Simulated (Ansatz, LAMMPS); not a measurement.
# Localised basis functions on glassy 77SiO2-6B2O3-8CaO-8MgO (mol %) (142 atoms)

Aim: test how closely localised support functions follow the reference on glassy 77SiO2-6B2O3-8CaO-8MgO (mol %) (142 atoms), and at what cost. A setting counts as converged where the r.m.s. difference of forces stays under 1 % of the r.m.s. force.

Program: Ansatz 0.2.0. Level of theory: Kohn-Sham DFT, PBE, PAW (set soft_2), plane waves. Values are calculated unless marked as measured.

## (1) Set-up

The cell holds 142 atoms: 37 Si, 6 B, 4 Ca, 4 Mg and 91 O. Its edges and angles: a = 12.168 Å, b = 12.168 Å, c = 12.168 Å, α = 90.0°, β = 90.0°, γ = 90.0°. 142 atoms (37 Si, 6 B, 4 Ca, 4 Mg, 91 O) placed at random at 2.31 g/cm³, melted at 3000 K for 20 ps at fixed volume with the Buckingham and Coulomb pair potential of Guillot and Sator (Geochim. Cosmochim. Acta 71, 1249 (2007)) with the boron terms of Wang et al. (J. Non-Cryst. Solids 498, 294 (2018)). Quenched from 3000 K to 300 K at 100 K/ps and fixed volume, held 10 ps at zero pressure.

Before any run, some limits are plain. The quench rate of 100 K/ps is many orders above laboratory rates, so the cell is likely richer in defects and strain than a real sample. The starting topology of bonds comes from the classical model, and needn't be the one that DFT or experiment would give. Sampling is at Γ alone, for a cell whose shortest periodic width is 12 Å.

## (2) Making the structure

A classical potential supplies the starting structure, since it reaches far longer times than DFT.

This step: classical MD, Buckingham and Coulomb pair potential of Guillot and Sator (Geochim. Cosmochim. Acta 71, 1249 (2007)) with the boron terms of Wang et al. (J. Non-Cryst. Solids 498, 294 (2018)) (LAMMPS 22 Jul 2025 - Update 4).

in.lmp

```
# melt-quench of Si37B6Ca4Mg4O91
units metal
atom_style charge
boundary p p p
region box block 0 12.6576 0 12.6576 0 12.6576
create_box 5 box
mass 1 28.0850   # Si
mass 2 10.8100   # B
mass 3 40.0780   # Ca
mass 4 24.3050   # Mg
mass 5 15.9990   # O
create_atoms 1 random 37 896136 NULL overlap 1.5 maxtry 2000
create_atoms 2 random 6 896143 NULL overlap 1.5 maxtry 2000
create_atoms 3 random 4 896150 NULL overlap 1.5 maxtry 2000
create_atoms 4 random 4 896157 NULL overlap 1.5 maxtry 2000
create_atoms 5 random 91 896164 NULL overlap 1.5 maxtry 2000
pair_style buck/coul/long 9.0
pair_coeff * * 0.0 1.0 0.0
pair_coeff 1 5 50306.10 0.161 46.2978   # Si-O
pair_coeff 2 5 206941.81 0.124 35.0018   # B-O
pair_coeff 3 5 155667.70 0.178 42.2597   # Ca-O
pair_coeff 4 5 32652.64 0.178 27.281   # Mg-O
pair_coeff 5 5 9022.79 0.265 85.0921   # O-O
pair_coeff 2 2 484.40 0.35 0.0   # B-B
pair_coeff 1 2 337.70 0.29 0.0   # Si-B
set type 1 charge 1.89
set type 2 charge 1.4175
set type 3 charge 0.945
set type 4 charge 0.945
set type 5 charge -0.945
kspace_style pppm 1.0e-4
neigh_modify delay 0 every 1 check yes
thermo_style custom step time temp pe press density
thermo_modify norm yes
# [... 17 lines left out ...]
fix md all nvt temp 3000 300 0.1
run 27000 post no
unfix md
thermo 3333
fix md all npt temp 300 300 0.1 iso 0 0 1
run 10000 post no
unfix md
write_dump all custom glass.dump id type xs ys zs modify sort id
```

Launch:

```console
$ lmp -in in.lmp -log none -nocite
```

Log:

```text
LAMMPS (22 Jul 2025 - Update 4)
Created orthogonal box = (0 0 0) to (12.6576 12.6576 12.6576)
Created 37 atoms
Created 6 atoms
Created 4 atoms
Created 4 atoms
Created 91 atoms
PPPM initialization ...
  G vector (1/distance) = 0.33732138
  grid = 12 12 12
  estimated relative force accuracy = 4.0576509e-05
   Step          Time           Temp          PotEng         Press         Density
         0   0              0             -1.1390282      815972.35      2.3070157
       100   0.1            0             -11.071308     -33454.518      2.3070157
       105   0.105          0             -11.080704     -34467.262      2.3070157
Loop time of 0.116028 s on 1 MPI rank(s) for 105 steps with 142 atoms
Minimization stats:
  Stopping criterion = energy tolerance
  Energy initial, next-to-last, final =
     -1.13902818694687   -11.080035580404  -11.0807037300889
  Force two-norm initial, final = 452.11592 2.2195483
  Iterations, force evaluations = 105 161
[... 7 lines left out ...]
      3333   3.333          3203.8196     -10.784608      14879.237      2.3070157
      6666   6.666          3116.6547     -10.791945     -6544.4975      2.3070157
      9999   9.999          2957.7419     -10.768332     -6410.5106      2.3070157
     13332   13.332         3585.623      -10.772824     -13214.39       2.3070157
     16665   16.665         2974.2227     -10.848851     -3125.5045      2.3070157
[... 2 lines left out ...]
Loop time of 10.8709 s on 1 MPI rank(s) for 20000 steps with 142 atoms
   Step          Time           Temp          PotEng         Press         Density
[... 12 lines left out ...]
Loop time of 14.3398 s on 1 MPI rank(s) for 27000 steps with 142 atoms
   Step          Time           Temp          PotEng         Press         Density
[... 1 line left out ...]
     49995   49.995         323.73153     -11.260281      9443.0689      2.5890592
     53328   53.328         305.89181     -11.260387     -5013.3874      2.6037173
     56661   56.661         309.72224     -11.264638     -951.52258      2.5663686
     58000   58             301.72213     -11.258985     -5087.5616      2.5967739
Loop time of 6.93294 s on 1 MPI rank(s) for 10000 steps with 142 atoms
```

It took 33 s on 1 thread of Arm Neoverse V2, shared host; peak memory 0.072 GiB.

## (3) Plane-wave single point

This run is the reference for what follows, at a cutoff of 420 eV.

input.yaml

```yaml
crystal:
  lattice:
    - [12.16812, 0.0, 0.0]
    - [0.0, 12.16812, 0.0]
    - [0.0, 0.0, 12.16812]
  atoms:
    - { symbol: Si, position: [0.39686, 0.81321, 0.78134] }
    - { symbol: Si, position: [0.1376, 0.89397, 0.08602] }
    - { symbol: Si, position: [0.34773, 0.68467, 0.18644] }
    - { symbol: Si, position: [0.38942, 0.45906, 0.84354] }
    - { symbol: Si, position: [0.94293, 0.04254, 0.04028] }
    - { symbol: Si, position: [0.86216, 0.64371, 0.90355] }
    - { symbol: Si, position: [0.2561, 0.05077, 0.51943] }
    - { symbol: Si, position: [0.76288, 0.29884, 0.88175] }
    - { symbol: Si, position: [0.62169, 0.94185, 0.81844] }
    - { symbol: Si, position: [0.17088, 0.94193, 0.73862] }
    - { symbol: Si, position: [0.01217, 0.78151, 0.2675] }
    - { symbol: Si, position: [0.91216, 0.06268, 0.62008] }
    - { symbol: Si, position: [0.59206, 0.34265, 0.17159] }
    - { symbol: Si, position: [0.98886, 0.8608, 0.88422] }
    - { symbol: Si, position: [0.60947, 0.90888, 0.06764] }
    - { symbol: Si, position: [0.13976, 0.11194, 0.29308] }
    - { symbol: Si, position: [0.29691, 0.66327, 0.95239] }
    - { symbol: Si, position: [0.79305, 0.59755, 0.67832] }
    - { symbol: Si, position: [0.0003, 0.4535, 0.64116] }
    - { symbol: Si, position: [0.48437, 0.27665, 0.56406] }
    - { symbol: Si, position: [0.71808, 0.58479, 0.3427] }
    - { symbol: Si, position: [0.34737, 0.58997, 0.39928] }
    - { symbol: Si, position: [0.55204, 0.02373, 0.27899] }
    - { symbol: Si, position: [0.91688, 0.15739, 0.39075] }
    - { symbol: Si, position: [0.67274, 0.8347, 0.39558] }
    - { symbol: Si, position: [0.59126, 0.51073, 0.54359] }
    - { symbol: Si, position: [0.09935, 0.45372, 0.04783] }
    - { symbol: Si, position: [0.60968, 0.65863, 0.11868] }
    - { symbol: Si, position: [0.18932, 0.35678, 0.24108] }
    - { symbol: Si, position: [0.60254, 0.48209, 0.95347] }
    - { symbol: Si, position: [0.84819, 0.96928, 0.26152] }
    - { symbol: Si, position: [0.10307, 0.56431, 0.83057] }
    [... 104 atom lines left out ...]
    - { symbol: O, position: [0.95254, 0.17314, 0.02103] }
    - { symbol: O, position: [0.81615, 0.07741, 0.33616] }
    - { symbol: O, position: [0.02699, 0.3316, 0.68846] }
    - { symbol: O, position: [0.96577, 0.90664, 0.28847] }
    - { symbol: O, position: [0.88105, 0.93577, 0.65256] }
    - { symbol: O, position: [0.08107, 0.23974, 0.88637] }
kpoints:
  mp_grid: { grid: [1, 1, 1] }
hamiltonian:
  xc: pbe
scf:
  occupations: { method: fixed }
output:
  forces: true
  stress: true
  populations: true
  dos:
    method: { smearing: { sigma: 0.1 } }
    de: 0.1
    projected: { site_lists: { B: [B], Ca: [Ca], Mg: [Mg], O: [O], Si: [Si] } }
  eigenvalues: true
  write_density: true
  write_potential: true
  volumetric_format: npy
```

Launch:

```console
$ ansatz run input.yaml --threads 4 --pin off --max-ram 8192MiB --backend cpu --events-out ev --progress --plain --runs-dir out
```

Log:

```text
Engine: ansatz 0.2.0, aarch64-unknown-linux-gnu
Pseudopotentials: kind: paw
Pseudopotential: Si, paw, valence charge 4, recommended cutoff 420 eV (normal), Si.paw.azcp
Pseudopotential: B, paw, valence charge 3, recommended cutoff 420 eV (normal), B.paw.azcp
Pseudopotential: Ca, paw, valence charge 10, recommended cutoff 420 eV (normal), Ca.paw.azcp
Pseudopotential: Mg, paw, valence charge 10, recommended cutoff 420 eV (normal), Mg.paw.azcp
Pseudopotential: O, paw, valence charge 6, recommended cutoff 420 eV (normal), O.paw.azcp
Functional definition: PBE
  parameter kappa = 0.804
  parameter beta = 0.066725
  exchange = pbe_x(kappa = kappa, mu = beta*pi^2/3)
  correlation = pbe_c(beta = beta)
Crystal: 142 atoms, lattice volume = 1801.650 Å³
Basis set: ecut = 420 eV, 35273 PW (Γ), exchange–correlation on 180×180×180 points (8 copies of the dense FFT grid, shifted against one another)
Bands: 538, of which v1, the nominal top of the filled ones, is band 396 counted from 1 (395 counted from 0)
Symmetry: 1 space group operations
Space group: P1 (ITA 1), of the structure as read, at distance tolerance 1.2e-4 Å
k-points: 1
Non-local potential: Si, projectors of the file, l = 0: 2, l = 1: 2, l = 2: 2
Non-local potential: B, projectors of the file, l = 0: 2, l = 1: 2, l = 2: 1
Non-local potential: Ca, projectors of the file, l = 0: 3, l = 1: 2, l = 2: 2
Non-local potential: Mg, projectors of the file, l = 0: 3, l = 1: 2, l = 2: 1
Non-local potential: O, projectors of the file, l = 0: 2, l = 1: 2, l = 2: 1
PAW form: soft (Blöchl's): semilocal exchange-correlation on the pseudo side does not see the compensation charge
PAW one-centre angular grid: Si, 110 points (default); XC on 64 Gauss nodes
PAW one-centre angular grid: B, 110 points (default); XC on 64 Gauss nodes
PAW one-centre angular grid: Ca, 110 points (default); XC on 64 Gauss nodes
PAW one-centre angular grid: Mg, 110 points (default); XC on 64 Gauss nodes
PAW one-centre angular grid: O, 110 points (default); XC on 64 Gauss nodes
Initial density: superposition of atomic densities (neutral atoms: chi_scale 0, normalization atom), corrected by the library's trained network
Initial wavefunctions: pseudopotential atomic-orbital guess
Functional: x = pbe(κ = 0.804, μ = 0.219515), c = pbe(β = 0.066725)
SCF iter   1: F=—  HF=-91202.199689 eV  |F-HF|=—  |Δ(HF+E_count)|=         —  Δρ=2.38e-3  dr2=1.26e-1  ethr=1.77e-3  ⟨swp⟩=4.0  Hψ=2084  notcnv=0  defer=140
preconditioner: auto → Resta (q_TF=auto, 2.379 Å⁻¹)  ε∞=3.2  [insulator: Δε(μ)=2.766 eV  Ē_g=16.157 eV  n_scr=436 (ndim 8)  ℏωp=24.0 eV  f_vac=0.138  ε∞_Penn≈3.2]
SCF iter   2: F=—  HF=-91202.202779 eV  |F-HF|=—  |Δ(HF+E_count)|=   3.09e-3  Δρ=1.29e-3  dr2=3.11e-2  ethr=1.59e-5  ⟨swp⟩=3.0  Hψ=998  notcnv=0  defer=140
SCF iter   3: F=—  HF=-91202.207098 eV  |F-HF|=—  |Δ(HF+E_count)|=   4.32e-3  Δρ=6.03e-4  dr2=8.96e-3  ethr=3.93e-6  ⟨swp⟩=3.0  Hψ=685  notcnv=0  defer=140
SCF iter   4: F=—  HF=-91202.206662 eV  |F-HF|=—  |Δ(HF+E_count)|=   4.36e-4  Δρ=1.95e-4  dr2=8.12e-4  ethr=1.13e-6  ⟨swp⟩=3.0  Hψ=684  notcnv=0  defer=140
SCF iter   5: F=—  HF=-91202.206774 eV  |F-HF|=—  |Δ(HF+E_count)|=   1.12e-4  Δρ=1.27e-4  dr2=2.66e-4  ethr=1.03e-7  ⟨swp⟩=3.0  Hψ=800  notcnv=0  defer=140
SCF iter   6: F=—  HF=-91202.206757 eV  |F-HF|=—  |Δ(HF+E_count)|=   1.66e-5  Δρ=3.37e-5  dr2=2.18e-5  ethr=3.36e-8  ⟨swp⟩=3.0  Hψ=687  notcnv=0  defer=138
SCF iter   7: F=—  HF=-91202.211048 eV  |F-HF|=—  |Δ(HF+E_count)|=   4.29e-3  Δρ=1.44e-5  dr2=3.89e-6  ethr=2.76e-9  ⟨swp⟩=2.0  Hψ=933  notcnv=0  defer=137
SCF iter   8: F=—  HF=-91202.211051 eV  |F-HF|=—  |Δ(HF+E_count)|=   2.78e-6  Δρ=8.30e-6  dr2=1.11e-6  ethr=4.92e-10  ⟨swp⟩=2.0  Hψ=698  notcnv=0  defer=137
SCF iter   9: F=—  HF=-91202.211052 eV  |F-HF|=—  |Δ(HF+E_count)|=   2.69e-7  Δρ=2.28e-6  dr2=1.01e-7  ethr=1.40e-10  ⟨swp⟩=2.0  Hψ=698  notcnv=0  defer=137
SCF iter  10: F=-91202.211052 eV  HF=-91202.211052 eV  |F-HF|=6.13e-9  |Δ(HF+E_count)|=   1.03e-7  Δρ=1.40e-6  dr2=3.06e-8  ethr=1.26e-11  ⟨swp⟩=24.0  Hψ=5806  notcnv=0
SCF 1 converged in 10 iterations: F = -91202.211052 eV  dr2 = 3.06e-8
  greatest PAW one-centre occupation: 1.000 electrons in one spin orbital (limit 2), on the Mg atom at site 49 (counted from 0), in its partial waves of l = 0
SCF converged after 10 iterations
Free energy (F): -91202.211052 eV
Harris-Foulkes:  -91202.211052 eV  (|F-HF|=6.13e-9)
Internal energy: -91202.211052 eV  (E = F + TS)
E sigma→0 (E₀):  -91202.211052 eV
Fermi energy:    4.701486 eV
--- Per-component energies (eV) ---
  E_band       = -4850.066349
  E_kinetic    = 19565.559633
  E_local      = -57778.644620  (includes V_loc(G=0)·N_el)
  E_nonlocal   = 5952.296927
  E_hartree    = 21335.749990
  E_xc         = -9669.496795
  E_vxc        = -11436.895212  (∫ρ·V_xc dr)
  E_paw        = -38513.695024  (= ΣΔE_a)
  E_vpaw       = -3824.112889  (= ΣTr[D̂ρ^β])
  E_aug_tail   = 0.231989  (compensation charges beyond the density's cutoff)
  E_ewald      = -32094.213150
  E_smearing   = -0.000000  (= −TS)
  E_closure    = -0.000000  (closes the sum)
  Σ components = -91202.211052   (vs F -91202.211052, Δ=0.00e0)
--- Forces (eV/Å), atoms counted from 1 ---
  atom   1  Si    -1.81429703    -2.44456939     0.06175265
  atom   2  Si    -0.64813275    -0.64678586    -0.43204105
  atom   3  Si     3.06756638    -1.16164242    -0.38735453
  atom   4  Si     0.38561841     0.07556107     2.13961327
  atom   5  Si     1.26303160     1.35448044    -2.04716109
  atom   6  Si     1.06022117     1.04704825    -0.56423720
  atom   7  Si    -1.07416538    -0.77009433    -0.54623454
  atom   8  Si     0.40954113    -2.20516327     0.19505143
  atom   9  Si     1.69441814     0.05855676    -1.97661614
  atom  10  Si     0.00294530     1.88596519     2.18266268
  atom  11  Si     1.61338908     0.58771883     0.45207995
  atom  12  Si    -0.56741881     1.06257455     1.57039934
  atom  13  Si     3.04133783     1.45814889    -0.77661092
  atom  14  Si    -0.53984053    -0.82987861     1.90976862
[...]
atom 141  O      1.47608284     0.39869257    -0.96771170
  atom 142  O      0.40464246    -0.58865066    -0.98220403
  max |Σ_I F_I| component: 1.03e-4 eV/Å
--- Stress (GPa, compression-positive) ---
       -0.120990       0.615529      -0.497835
        0.615525       1.128913       0.208869
       -0.497836       0.208869      -0.205114
  P = ⅓ Tr σ = 0.2676 GPa (2.676 kbar)
--- Band table (eV) ---
  k-point 0: bands = ["-71.9888", "-69.9790", "-69.7973", "-69.7080", [... 522 levels ...], "13.9018", "13.9495", "14.0065", "14.0553", "14.0782", "14.1125", "14.1835", "14.1911", "14.2015", "14.2455", "14.2589", "14.2955"]
--- Löwdin populations: 142 sites ---
  site symbol       q [e]
     0     Si      2.1955
     1     Si      2.2776
     2     Si      2.2472
[...]
141      O      6.7027
  spilling = 0.012792 (of n_electrons = 792.000000)
```

Elapsed: 46 s, on 4 threads of Arm Neoverse V2, shared host; peak memory 2.9 GiB.

Reading the cycles: dr2 is the Hartree energy of the density residual (eV), the measure of convergence; HF is the Harris–Foulkes estimate of the energy, which meets the free energy F at convergence.

Numbers from this run:

```yaml
free_energy: -91202.2111 eV
free_energy_per_atom: -642.2691 eV/atom
scf_cycles: 10
pressure: 0.2676 GPa
r_m_s_force_component: 1.062 eV/Å
longest_force: 4.787 eV/Å
fermi_energy: 4.701 eV
spacing_of_highest_filled_and_lowest_empty_level: 2.574 eV
spilling_of_the_projection: 0.01279
```

The r.m.s. force component of 1.1 eV/Å sets the scale for the differences below.

## (4) Support functions medium

The cell is solved in localised support functions. Besides, the program derives a nominal cutoff of 464 eV for this run, against the reference's 420.

This step: Kohn-Sham DFT, PBE, PAW (set soft_2), localised support functions (medium) (Ansatz 0.2.0).

input.yaml, the sections that differ from step 3:

```yaml
scf:
  occupations: { method: fixed }
  eigensolver: { kind: { support_functions: { accuracy: medium } } }
  max_iter: 150
output:
  forces: true
  eigenvalues: true
# crystal, kpoints, hamiltonian: as in step 3
```

Log:

```text
Warning: scf.eigensolver.kind.support_functions: disabling space-group detection — the functions' gradient is summed over unrotated k-points, so no spatial operation reduces the k-mesh or symmetrises the density; time reversal is kept, so that k and −k are solved as one point where they differ and the mesh holds both, and exact exchange and, on two spinor components, a DFT+U term hold to it where the run has them: [...]
Warning: basis.ecutwfc = 464 eV, auto-derived: no grid that the accuracy of the support functions lays serves the files at the lower one that their records recommend; a deck with other species or settings can derive another value
settings of this run that can trade accuracy for cost: scf.eigensolver.kind.support_functions [...]
[...]
Crystal: 142 atoms, lattice volume = 1801.650 Å³
Basis set: ecut = 464 eV, 40747 PW (Γ), exchange–correlation on 180×180×180 points (8 copies of the dense FFT grid, shifted against one another)
Bands: 476, of which v1, the nominal top of the filled ones, is band 396 counted from 1 (395 counted from 0)
Symmetry: 1 space group operations
k-points: 1
[...]
SCF iter   1: F=—  HF=-91183.505474 eV  |F-HF|=—  |Δ(HF+E_count)|=         —  Δρ=1.12e-1  dr2=2.30e2  ethr=1.00e-1
[...]
SCF iter  13: F=—  HF=-91202.862119 eV  |F-HF|=—  |Δ(HF+E_count)|=   2.77e-3  Δρ=1.75e-5  dr2=9.24e-6  ethr=7.37e-9  κ⁻¹=3.2e-5(r=7)
SCF iter  14: F=-91202.864422 eV  HF=-91202.864423 eV  |F-HF|=8.56e-7  |Δ(HF+E_count)|=   2.30e-3  Δρ=9.74e-6  dr2=2.23e-6  ethr=1.17e-9
SCF 1 converged in 14 iterations: F = -91202.898632 eV  dr2 = 2.23e-6
[...]
SCF converged after 14 iterations
Stability not checked: this state was not tested for a lower state beside it, because the mixer in use, unlike msr1, does not test its closes by its own steps (another_mixer; see scf.mixing.algorithm and scf.lower_state_search)
Free energy (F): -91202.898632 eV
[...]
Internal energy: -91202.898632 eV  (E = F + TS)
E sigma→0 (E₀):  -91202.898632 eV
Fermi energy:    4.702079 eV
[...]
Σ components = -91202.898632   (vs F -91202.898632, Δ=0.00e0)
--- Forces (eV/Å), atoms counted from 1 ---
  atom   1  Si    -1.81530334    -2.44468475     0.06218771
  atom   2  Si    -0.64822607    -0.64663775    -0.43262218
  atom   3  Si     3.06731545    -1.16121038    -0.38663093
  atom   4  Si     0.38517405     0.07503727     2.13997382
[...]
atom 142  O      0.40684172    -0.58940355    -0.98479300
  max |Σ_I F_I| component: 1.48e-3 eV/Å
--- Band table (eV) ---
[...]
```

Run time: 3 min. Hardware: 4 threads; peak memory 5.4 GiB; 12 min of CPU time.

The program notes that the band table was not solved further than the SCF left it and it switched symmetry off.

Keys that differ from the reference: support_functions.accuracy = "medium" and scf.max_iter = 150.

Forces differ from the reference by 0.87 meV/Å r.m.s., 0.082 % of their size, well within a tolerance of 1 %; the energy by -4.8 meV/atom. It took roughly 3.9 times the reference's time (one timing each, with unlike analyses asked), in 14 cycles against 10.

(Part 1 of 3 ends here.)

[Long decimals in the printed logs are rounded to 6 places.]

[Logs are printed without paths, hosts, clocks, repeated set-up lines and the standing remarks that a program may print on its own settings, such as how far it seeks lower states.]

[Hosts, paths, dates, database ids (printed as entryN), source tags and the programs' standing remarks are cut or masked in the printed files.]
